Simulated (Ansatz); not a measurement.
# A bimetallic surface: Ru on Al(100), quarter in the top layer, both faces, part 3 of 4

Aim: core-level shifts, shell centres and work function of Ru on Al(100), quarter in the top layer, both faces.

Ansatz 0.2.0; DFT, PBE, plane-wave PAW, default files, scalar-relativistic (the session's first sound run).

So far, work function, upper face (eV): step 2 (the clean face) 4.29; step 3 (relaxing the atoms) 4.34.

## (4) Layer-resolved bands, DOS and potential (continued)

A(k,E), middle over k along the path and E. Zero: Fermi level.

Values in eV⁻¹, 12 rows by 16 columns, each cell a mean:
```
0.41 0.54 0.31 0.49 0.55 0.31 0.08 0.18 0.15 0.18 0.12 0.14 0.18 0.49 0.59 0.39
0.67 0.60 0.44 0.49 0.53 0.18 0.10 0.23 0.39 0.23 0.20 0.30 0.19 0.23 0.84 0.71
0.54 0.61 0.50 0.53 0.31 0.06 0.05 0.07 0.28 0.20 0.20 0.10 0.22 0.36 0.82 0.51
0.81 0.72 0.69 0.46 0.13 0.04 0.06 0.05 0.24 0.25 0.24 0.20 0.15 0.18 0.39 0.90
1.00 0.46 0.40 0.28 0.15 0.11 0.10 0.11 0.20 0.33 0.19 0.26 0.29 0.26 0.30 0.92
0.72 0.65 0.44 0.20 0.11 0.12 0.09 0.12 0.17 0.31 0.30 0.25 0.27 0.34 0.50 0.70
0.61 0.40 0.20 0.12 0.10 0.07 0.09 0.06 0.08 0.28 0.24 0.26 0.25 0.29 0.30 0.61
0.32 0.23 0.20 0.10 0.08 0.11 0.12 0.12 0.10 0.22 0.36 0.34 0.38 0.35 0.58 0.37
0.08 0.29 0.12 0.19 0.08 0.04 0.04 0.04 0.07 0.19 0.42 0.30 0.28 0.53 0.52 0.06
0.02 0.23 0.22 0.12 0.20 0.16 0.07 0.12 0.20 0.14 0.38 0.38 0.64 0.64 0.09 0.02
0.01 0.10 0.24 0.18 0.10 0.14 0.23 0.18 0.09 0.16 0.23 0.88 0.55 0.09 0.03 0.01
0.01 0.02 0.28 0.14 0.17 0.14 0.05 0.12 0.19 0.12 0.35 0.09 0.05 0.02 0.01 0.01
```
Columns: k along the path (Å⁻¹) from 0 to 3.75; rows upwards: E (eV) from -7.7 to 3.28.

Peaks of A(k,E) at the labelled points: for each region the eleven nearest the zero at most, each over 6 % of that point's highest, less those above the energy where the solved bands run out; weight and spread sum the levels within three half widths or 0.3 eV, so near peaks share levels. Peaks of the spectral function, the first 40 of 79 rows:

```csv
point,weight on,E (eV),A (1/eV),weight near the peak,rms spread of levels (eV)
M,total,-2.88,5.465,3.871,0.096
M,total,-1.42,2.739,2.202,0.166
M,total,-1.18,2.597,2.202,0.166
M,total,-0.4,3.94,3.191,0.149
M,total,0.44,3.45,2.741,0.292
M,total,0.9,2.111,2.662,0.237
M,total,2.2,3.249,2.64,0.175
M,total,3.22,1.844,1.558,0.216
M,top,-2.88,2.069,1.502,0.101
M,top,-1.14,0.799,0.646,0.261
M,top,-0.26,1.349,0.922,0.13
M,top,0.44,1.35,1.048,0.284
M,top,0.9,0.753,1.032,0.238
M,top,2.22,1.045,0.867,0.185
M,middle,-2.9,1.342,0.865,0.065
M,middle,-1.44,1.468,1.032,0.14
M,middle,-0.54,1.979,1.579,0.237
M,middle,0.46,0.75,0.644,0.303
M,middle,0.9,0.604,0.598,0.232
M,middle,2.18,1.171,0.904,0.154
M,middle,3.2,0.466,0.246,0.113
Γ,total,-6.16,1.548,0.981,0.056
Γ,total,-5.14,0.178,0.093,0.248
Γ,total,-3.76,1.36,0.818,0.107
Γ,total,-2.72,1.595,1.195,0.134
Γ,total,-1.24,1.323,1.025,0.148
Γ,total,-0.44,1.81,1.286,0.122
Γ,total,1,0.484,0.305,0.252
Γ,total,1.82,1.263,0.84,0.13
Γ,total,2.86,0.832,0.48,0.14
Γ,top,-6.16,0.53,0.338,0.068
Γ,top,-5.12,0.076,0.044,0.25
Γ,top,-3.76,0.574,0.346,0.116
Γ,top,-2.72,0.722,0.549,0.138
Γ,top,-1.26,0.557,0.439,0.149
Γ,top,-0.44,0.861,0.606,0.117
Γ,top,0.98,0.209,0.137,0.256
Γ,top,1.82,0.537,0.365,0.137
Γ,top,2.86,0.325,0.187,0.15
Γ,middle,-6.16,0.487,0.305,0.005
```

The DOS has structure finer than the step of the table below, so its rows give means over 0.5 eV, whole bins alone (the curve runs from -12.5 to 3.08 eV). Peaks (eV: height): total -3.23: 13.9, -1.73: 16.5, -0.62: 11.7, 0.38: 12.5; Al 3p -3.23: 6.91, 0.38: 7.30, 1.48: 6.87, 2.08: 6.90; Al 3s -3.23: 2.96, -2.12: 2.90, 1.88: 2.86, 2.48: 2.84; Ru 4d -1.73: 7.53, 0.38: 2.37; Ru 5p* 0.97: 0.613, 2.88: 1.09.

* holds the states left over by the projection beside any projected weight of its own. DOS against E, zero at the Fermi level; means over each step; values in states/eV/cell:

```csv
E (eV),total,Al 3p,Al 3s,Ru 4d,Ru 5p*,Ru 5s
-11.5,0,0,0,0,0,0
-11.0,0.0596,0.0117,0.0437,1.5e-5,7.7e-5,0.00411
-10.5,1.14,0.336,0.740,8.1e-4,0.00171,0.0629
-10.0,1.47,0.667,0.752,0.00326,0.00296,0.0448
-9.5,2.23,1.12,0.999,0.00816,0.00570,0.0954
-9.0,2.97,1.62,1.22,0.0145,0.0100,0.107
-8.5,2.55,1.51,0.973,0.0198,0.0104,0.0431
-8.0,3.55,2.11,1.28,0.0456,0.0148,0.103
-7.5,4.28,2.55,1.53,0.0658,0.0208,0.113
-7.0,4.58,2.78,1.61,0.0895,0.0261,0.0697
-6.5,3.99,2.45,1.31,0.139,0.0246,0.0702
-6.0,5.53,3.28,1.89,0.208,0.0389,0.111
-5.5,6.32,3.68,2.18,0.319,0.0481,0.0954
-5.0,5.92,3.28,2.06,0.451,0.0572,0.0748
-4.5,5.92,3.16,1.92,0.674,0.0626,0.102
-4.0,7.05,3.63,2.14,1.09,0.0849,0.104
-3.5,9.80,5.14,2.40,2.02,0.146,0.102
-3.0,10.1,4.60,1.80,3.48,0.140,0.0792
-2.5,9.52,4.07,1.66,3.58,0.138,0.0766
-2.0,14.8,5.88,2.40,6.18,0.221,0.114
-1.5,13.5,5.52,1.67,5.92,0.247,0.102
-1.0,9.85,5.00,1.42,3.12,0.205,0.108
-0.5,10.6,5.78,1.83,2.57,0.293,0.134
0.0,8.76,4.44,2.09,1.72,0.321,0.192
0.5,10.8,6.21,1.98,1.87,0.426,0.273
1.0,8.87,5.41,1.73,1.01,0.514,0.206
1.5,9.63,6.03,2.02,0.733,0.666,0.176
2.0,10.5,6.22,2.54,0.621,0.960,0.206
2.5,9.98,6.03,2.44,0.381,0.986,0.141
```

Sums over each group's atoms; a table of it gives point samples, which can step over narrow peaks. Table of DOS of the group by E, zero at the Fermi level; 7 of 12 lines; values in states/eV:

```csv
E (eV),other layers: Al 3p,layer 3: Al 3p,layer 2: Al 3p,layer 1: Ru 4d,other layers: Ru 4d,other layers: Al 3s,layer 1: Al 3p
-12,0,0,0,0,0,0,0
-11,0.00223,4.5e-4,0.00136,0,0,0.00595,8.7e-4
-10,0.237,0.219,0.181,0.00165,0.00165,0.233,0.0559
-9,0.498,0.589,0.356,0.00711,0.00711,0.482,0.142
-8,0.789,0.575,0.625,0.0232,0.0232,0.496,0.163
-7,1.16,0.688,0.867,0.0481,0.0481,0.689,0.290
-6,1.17,0.909,0.868,0.1000,0.1000,0.776,0.303
-5,1.22,0.832,0.818,0.226,0.226,0.867,0.405
-4,1.38,0.801,0.934,0.539,0.539,0.887,0.445
-3,1.77,0.887,1.03,1.72,1.72,0.645,0.740
-2,2.24,1.52,1.33,3.13,3.13,1.05,0.907
-1,2.01,0.766,0.815,1.47,1.47,0.436,1.19
0,1.61,0.896,0.686,0.804,0.804,0.692,0.921
1,2.19,1.23,0.965,0.539,0.539,0.667,1.22
2,2.54,1.19,0.865,0.308,0.308,0.955,1.67
```

This run's widths, added to any smearing of the DOS itself: Gaussian 0.45 eV, Lorentzian 0.05 eV plus 0.05 an eV of depth. The intensity by binding energy, zero at the Fermi level; values in % of the maximum within 13 eV:

```csv
binding energy (eV),21.2 eV,150 eV,1253.6 eV,1486.7 eV,9251.7 eV
-1,0.790,1.01,0.861,0.866,1.08
0,17.6,25.8,20.1,20.3,28.3
1,55.8,64.7,57.5,57.6,62.4
2,92.6,95.5,93.8,93.9,97.2
3,53.3,61.7,56.1,56.3,63.8
4,20.5,35.6,26.1,26.6,43.4
5,9.69,26.0,15.8,16.3,34.2
6,5.57,21.6,11.3,11.8,29.1
7,3.20,16.4,8.02,8.43,22.9
8,2.07,12.7,6.13,6.49,19.3
9,1.33,9.68,4.84,5.16,16.6
10,0.747,5.50,3.06,3.29,11.0
11,0.279,1.68,1.02,1.09,3.64
12,-,0.513,0.304,0.321,0.904
```

Maxima picked by a test of local sharpness, so broad peaks and shoulders can be missing; peaks within 0.45 eV of a curve's cut are left out. Valence peaks, by row:

```csv
photon energy (eV),binding energy (eV),height (% of the maximum within 13 eV),main shell,its share (%)
21.2,1.75,100,Ru 4d,97.4
150,7.1,16.55,Al 3p,46.01
150,3.1,61.99,Ru 4d,57.43
150,1.8,100,Ru 4d,70.52
1254,1.8,100,Ru 4d,89.96
1487,1.8,100,Ru 4d,89.45
9252,8.9,16.77,Al 3s,81.18
9252,7.2,23.25,Al 3s,81.38
9252,3.15,64.97,Ru 4d,51.98
9252,1.85,100,Ru 4d,68.23
```

From the Fermi level. The planar mean, electrostatic potential by z:

```csv
z (Å),"planar mean, electrostatic potential (eV)"
0.0,4.38
0.5,4.38
1.0,4.38
1.5,4.38
2.0,4.38
2.5,4.38
3.0,4.37
3.5,4.37
4.0,4.35
4.5,4.28
5.0,4.06
5.5,3.27
6.0,0.829
6.5,-3.20
7.0,-5.65
7.5,-8.25
8.0,-6.07
8.5,-6.13
9.0,-6.01
9.5,-5.10
10.0,-2.01
10.5,-4.98
11.0,-6.06
11.5,-5.42
12.0,-2.18
12.5,-4.66
13.0,-5.98
13.5,-6.14
14.0,-5.85
14.5,-8.07
15.0,-6.19
15.5,-3.58
16.0,0.157
16.5,3.05
17.0,3.98
17.5,4.26
18.0,4.34
18.5,4.37
19.0,4.37
19.5,4.38
20.0,4.38
20.5,4.38
21.0,4.38
21.5,4.38
```

Shapes are the site's partial DOS without matrix elements, which overweights lines from ligand s bands. The intensity by emission energy less the core level's binding energy, zero at the Fermi level; read off at these points; values in % of the unpolarised maximum:

```csv
emission energy less the core level's binding energy (eV),Ru L-beta2,Al K-beta,"Al K-beta, E along x","Al K-beta, E along y","Al K-beta, E along z","Al L2,3"
-12.50,1.76,1.78,1.82,1.82,1.72,1.51
-12.00,1.97,2.31,2.34,2.34,2.24,2.21
-11.50,2.21,3.25,3.27,3.27,3.20,3.87
-11.00,2.51,5.24,5.23,5.23,5.26,10.0
-10.50,2.88,9.16,9.32,9.32,8.84,23.9
-10.00,3.35,14.4,15.0,15.0,13.3,31.8
-9.50,3.93,20.7,20.9,20.9,20.2,39.5
-9.00,4.68,26.9,27.5,27.5,25.8,46.6
-8.50,5.63,31.6,32.9,32.9,28.8,46.2
-8.00,6.86,37.8,38.3,38.3,36.6,53.2
-7.50,8.43,44.2,44.1,44.1,44.5,62.5
-7.00,10.5,47.6,48.7,48.7,45.4,64.0
-6.50,13.2,50.6,52.2,52.2,47.5,62.9
-6.00,16.8,57.6,57.2,57.2,58.6,77.9
-5.50,21.6,61.9,61.0,61.0,63.7,87.2
-5.00,28.1,62.3,64.5,64.5,57.9,87.1
-4.50,36.8,64.1,68.0,68.0,56.3,85.2
-4.00,48.5,71.4,76.1,76.1,62.0,90.0
-3.50,62.8,84.4,88.5,88.5,76.2,98.4
-3.00,77.9,84.8,89.6,89.6,75.3,80.8
-2.50,91.3,84.4,89.3,89.3,74.7,77.2
-2.00,99.4,97.4,101,101,90.3,96.7
-1.82,100.0,99.8,103,103,93.5,88.9
-1.72,99.6,99.9,103,103,94.1,83.6
-1.50,96.9,98.0,99.9,99.9,94.0,74.5
-1.00,83.7,93.8,91.0,91.0,98.8,65.4
-0.50,65.7,88.0,86.2,86.2,89.8,78.3
0.00,47.3,48.4,47.1,47.1,45.8,45.4
0.50,32.1,14.8,14.3,14.3,14.0,2.56
1.00,21.9,6.80,6.72,6.72,6.53,0.986
```

The spectra weight each projected shell by its atomic cross section (Dirac–Hartree–Slater) and angular factor, for unpolarised light with the analyser at 54.7° from the beam. Broadening, on top of any smearing of the DOS itself: a Gaussian of 0.45 eV and a Lorentzian of 0.05 eV plus 0.05 times the binding energy (full widths), Fermi edge at 300 K. Each atom is damped by exp[−depth/(λ cos θ)], θ = 60° from the normal, λ from the universal curve. Curves are cut 10 eV under the photon energy, above any shell that the free atom's threshold puts out of reach, or at the lower edge of the window: 11.2 eV at 21.2 eV, 12.6 eV at 150 eV, 12.6 eV at 1253.6 eV, 12.6 eV at 1486.7 eV and 12.6 eV at 9251.7 eV. A star in tables and legends marks shells that hold the states left over by the projection (1.3 % of the filled ones), a stand-in for orbitals that the files don't project on. Dipole terms alone, which is rough above 3 keV; no background, satellites or final-state effects.

Share of each shell in the spectrum's area (%), by photon energy:

```csv
shell,21.2 eV,150 eV,1253.6 eV,1486.7 eV,9251.7 eV
Al 3s,3.6,23.1,19.4,20.9,50.2
Al 3p,3.2,29.3,5.2,4.8,2.1
Ru 5s,0.0,0.6,0.8,0.9,6.7
Ru 4d,93.0,46.9,74.4,73.1,40.1
```

Regions along c: top from 12.6 to 19.3 Å, middle from 9.5 to 12.6 Å.

States with weight above 0.08 nearest the zero at M of the zone, within the window kept, -8.0 to 3.4 eV (levels that the program groups as degenerate share a row):

```csv
E (eV),"weight, total","weight, top","weight, middle"
-1.12,0.80,0.29,0.21
-0.58,0.91,0.06,0.79
-0.47,0.12,0.06,0.00
-0.46,0.12,0.06,0.00
-0.43,0.66,0.09,0.48
-0.25,1.13,0.54,0.05
-0.14,0.25,0.10,0.05
0.45,1.75,0.71,0.34
0.92,0.72,0.23,0.26
1.05,0.19,0.09,0.00
```

States with weight above 0.08 nearest the zero at Γ of the zone, within the window kept, -8.0 to 3.4 eV (levels that the program groups as degenerate share a row):

```csv
E (eV),"weight, total","weight, top","weight, middle"
-1.43,0.20,0.10,0.00
-1.22,0.51,0.20,0.12
-0.47,0.34,0.17,0.00
-0.46,0.34,0.17,0.00
-0.43,0.19,0.08,0.03
-0.25,0.23,0.11,0.00
-0.14,0.16,0.06,0.04
0.45,0.09,0.04,0.00
0.92,0.10,0.04,0.01
1.05,0.12,0.05,0.03
```

The largest force component on a free atom is 0.061 eV/Å, so the geometry isn't quite at rest for these settings. The work function differs by 0.03 eV from that of the relaxation's coarser mesh, a measure of the mesh error. At the Fermi level the DOS is 7.45 states/eV a cell, and on the broadened curves Al 3p holds 49 % of the total there.

## (5) Core holes

XPS shifts tell sites apart. Each chosen atom gets a core hole in a self-consistent pass of its own.

The input, input.yaml:

```yaml
crystal:
  lattice:
    - [5.713422792, 0.0, 0.0]
    - [0.0, 5.713422792, 0.0]
    - [0.0, 0.0, 22.08]
  atoms:
    - { symbol: Ru_h, position: [0.0, 0.0, 0.6518014248] }
    - { symbol: Al, position: [0.5, 0.0, 0.6836426493] }
    - { symbol: Al_h, position: [0.0, 0.5, 0.6836426493] }
    - { symbol: Al_h, position: [0.5, 0.5, 0.6909412591] }
    - { symbol: Al_h, position: [0.2589342027, 0.2589342027, 0.5929541912] }
    - { symbol: Al, position: [0.7410657973, 0.2589342027, 0.5929541912] }
    - { symbol: Al, position: [0.2589342027, 0.7410657973, 0.5929541912] }
    - { symbol: Al, position: [0.7410657973, 0.7410657973, 0.5929541912] }
    - { symbol: Al_h, position: [0.0, 0.0, 0.5] }
    - { symbol: Al, position: [0.5, 0.0, 0.5] }
    - { symbol: Al, position: [0.0, 0.5, 0.5] }
    - { symbol: Al, position: [0.5, 0.5, 0.5] }
    - { symbol: Al, position: [0.2589342027, 0.2589342027, 0.4070458088] }
    - { symbol: Al, position: [0.7410657973, 0.2589342027, 0.4070458088] }
    - { symbol: Al, position: [0.2589342027, 0.7410657973, 0.4070458088] }
    - { symbol: Al, position: [0.7410657973, 0.7410657973, 0.4070458088] }
    - { symbol: Ru, position: [0.0, 0.0, 0.3481985752] }
    - { symbol: Al, position: [0.5, 0.0, 0.3163573507] }
    - { symbol: Al, position: [0.0, 0.5, 0.3163573507] }
    - { symbol: Al, position: [0.5, 0.5, 0.3090587409] }
kpoints:
  mp_grid: { grid: [8, 8, 1] }
scf:
  occupations: { method: fermi_dirac, width: 0.05 }
  n_extra_bands: 16
hamiltonian:
  xc: pbe
  pseudopotentials: { kind: paw }
output:
  forces: true
  write_potential: true
  volumetric_format: []
  core_levels:
    shells: { Al_h: "2p", Ru_h: "3d" }
    counted_from: fermi_level
    add_spin: false
```

Run with:

```console
ansatz run input.yaml --threads 4 --pin off --max-ram 12288MiB --backend cpu --events-out ev --progress --plain --runs-dir out
```

Numbers of over 12 decimals in the logs are rounded to 6 here.

Output:

```text
[...]
Crystal: 20 atoms, lattice volume = 720.762 Å³
Basis set: ecut = 420 eV, 14181 PW (Γ), exchange–correlation on 80×80×300 points (8 copies of the dense FFT grid, shifted against one another)
Bands: 59, of which v1, the nominal top of the filled ones, is band 43 counted from 1 (42 counted from 0)
Symmetry: 1 space group operations
[...]
k-points: 34 of 64 (time reversal used)
[...]
SCF iter   1: F=—  HF=-21429.676152 eV  |F-HF|=—  |Δ(HF+E_count)|=         —  Δρ=2.82e-3  dr2=3.62e-1  ethr=1.77e-3  ⟨swp⟩=9.2  Hψ=11058  notcnv=0  defer=27
[...]
SCF iter   7: F=-21429.649782 eV  HF=-21429.649782 eV  |F-HF|=3.64e-8  |Δ(HF+E_count)|=   5.04e-7  Δρ=2.78e-6  dr2=8.00e-8  ethr=1.16e-10  ⟨swp⟩=24.6  Hψ=18920  notcnv=0
SCF 1 converged in 7 iterations: F = -21429.649782 eV  dr2 = 8.00e-8
[...]
── core hole 1/5: 3d of Ru_h 0 ──
── 3d of Ru_h 0: 278.443 eV over the cell without the hole, in 9 iterations ──
── core hole 2/5: 2p of Al_h 2 ──
── 2p of Al_h 2: 72.888 eV over the cell without the hole, in 9 iterations ──
── core hole 3/5: 2p of Al_h 3 ──
── 2p of Al_h 3: 72.801 eV over the cell without the hole, in 10 iterations ──
── core hole 4/5: 2p of Al_h 4 ──
── 2p of Al_h 4: 72.822 eV over the cell without the hole, in 9 iterations ──
── core hole 5/5: 2p of Al_h 8 ──
── 2p of Al_h 8: 73.150 eV over the cell without the hole, in 9 iterations ──
SCF converged after 7 iterations
Free energy (F): -21429.649782 eV
[...]
Internal energy: -21429.590600 eV  (E = F + TS)
E sigma→0 (E₀):  -21429.620191 eV
Entropy (-TS):   -0.059181 eV (-2.959 meV/atom)
Fermi energy:    1.751747 eV
[...]
--- Forces (eV/Å), atoms counted from 1 ---
  atom   1  Ru_h     0.00000012    -0.00000018     0.02751843
  atom   2  Al      -0.00000008    -0.00000009    -0.01525373
  atom   3  Al_h     0.00000001     0.00000011    -0.01525400
  atom   4  Al_h     0.00000000     0.00000011    -0.06137195
  atom   5  Al_h     0.02770175     0.02770221     0.04553638
  atom   6  Al      -0.02770176     0.02770229     0.04553647
  atom   7  Al       0.02770178    -0.02770216     0.04553666
  atom   8  Al      -0.02770183    -0.02770224     0.04553652
  atom   9  Al_h     0.00000005     0.00000010    -0.00000016
  atom  10  Al      -0.00000006    -0.00000004    -0.00000005
  atom  11  Al      -0.00000000    -0.00000010    -0.00000017
  atom  12  Al       0.00000000     0.00000004    -0.00000000
  atom  13  Al       0.02770141     0.02770215    -0.04553626
  atom  14  Al      -0.02770138     0.02770219    -0.04553647
  atom  15  Al       0.02770170    -0.02770219    -0.04553643
  atom  16  Al      -0.02770168    -0.02770219    -0.04553650
  atom  17  Ru      -0.00000015    -0.00000001    -0.02751803
  atom  18  Al       0.00000012    -0.00000019     0.01525374
  atom  19  Al      -0.00000012     0.00000001     0.01525416
  atom  20  Al       0.00000012     0.00000023     0.06137192
  max |Σ_I F_I| component: 5.49e-7 eV/Å
--- Band table (eV; the first three rows and the last of 34) ---
  k-point 0: bands = [... 39 lower, 1.1756, 1.2859, 1.2881, 1.3251, 1.4993, 1.4993, 1.6118, 1.9636, ... 12 higher]
  k-point 1: bands = [... 39 lower, 1.1636, 1.2533, 1.4487, 1.5304, 1.5938, 1.6564, 1.8843, 1.9512, ... 12 higher]
  k-point 2: bands = [... 39 lower, 1.0069, 1.1422, 1.3486, 1.3653, 1.4220, 1.7144, 2.1313, 2.4341, ... 12 higher]
  k-point 33: bands = [... 39 lower, 1.9395, 2.0610, 2.0611, 2.1273, 2.1273, 2.1577, 2.1644, 3.0692, ... 12 higher]
--- Core levels from the Fermi level (as output.core_levels.counted_from types it; a hole's nearest image at 5.7 Å) ---
  the holes have no spin, as output.core_levels.add_spin types it
  atom         alike  shell      binding/eV   shift/eV difference/eV images/eV   SCF
  Ru_h 0           1     3d         278.443     +0.000       278.443         –     9
  Al_h 2           1     2p          72.888     +0.000        72.888         –     9
  Al_h 3           1     2p          72.801     -0.088        72.801         –    10
  Al_h 4           1     2p          72.822     -0.066        72.822         –     9
  Al_h 8           1     2p          73.150     +0.262        73.150         –     9
  the dataset of Ru_h with a 3d hole: scattering error 0.002 eV; free atom: scalar-relativistic, large and small components
  the two lines of Ru_h's 3d: 3d3/2 +2.497 eV and 3d5/2 -1.665 eV off its levels, 2 : 3 in strength
  the dataset of Al_h with a 2p hole: scattering error 0.001 eV (0.004 eV in the local channel); free atom: scalar-relativistic, large and small components
  the two lines of Al_h's 2p: 2p1/2 +0.276 eV and 2p3/2 -0.138 eV off its levels, 1 : 2 in strength
```

It took 4.5 min on 4 threads of Arm Neoverse V2, shared host; peak memory 2 GiB.

Numbers from this step:

- symmetry operations: 1

Each level is the free energy with the hole less that without it. The electron goes to the Fermi level, so the difference is a binding energy from E_F. The hole's nearest image is 5.7 Å away, and the holes carry no spin, so absolute levels are rough.

```csv
atom,region,shell,level (eV),shift (eV),"potential at nucleus, shift (V)",j lines (eV),doubts
Ru1,layer 1,3d,278.44,-,+0.00,280.94 / 276.78,-
Al3,layer 1,2p,72.89,-0.26,-0.16,73.16 / 72.75,-
Al4,layer 1,2p,72.80,-0.35,-0.39,73.08 / 72.66,-
Al5,layer 2,2p,72.82,-0.33,-0.62,73.10 / 72.68,-
Al9,layer 3,2p,73.15,+0.00,+0.00,73.43 / 73.01,-
```

Levels of p, d and f shells are means over their two j lines, weighted by degeneracy; the splitting comes from the atom's own solve. Shifts count from the last listed atom of each element. A higher potential at the nucleus binds core electrons more tightly, so that column is a rough initial-state shift.

The Al 2p lines of the listed atoms alone (other atoms of the cell aren't counted), as Gaussians 0.3 eV wide, no depth weighting. Table of intensity by Al 2p level; read off at these points:

Al 2p level (eV), intensity (%) and a bar:
```
    72.10          0 
    72.20          0 
    72.30          1 
    72.40          8 ##
    72.50         32 ##########
    72.60         75 ######################
    72.70        100 ##############################
    72.80         85 #########################
    72.90         68 ####################
    73.00         76 #######################
    73.05         80 ########################
    73.10         77 #######################
    73.20         55 ################
    73.30         31 #########
    73.40         22 #######
    73.50         15 #####
    73.60          7 ##
    73.70          2 #
    73.80          0 
    73.90          0 
    74.00          0
```

(Continued in part 4 of 4.)

[Logs are printed without paths, hosts, clocks, repeated set-up lines and the standing remarks that a program may print on its own settings, such as how far it seeks lower states.]

[Hosts, paths, dates, database ids (printed as entryN), source tags and the programs' standing remarks are cut or masked in the printed files.]

[Maps of the electrostatic potential energy from Ansatz leave out the sawtooth potential of an applied field or a dipole correction, so their vacuum need not be flat; work functions include it.]
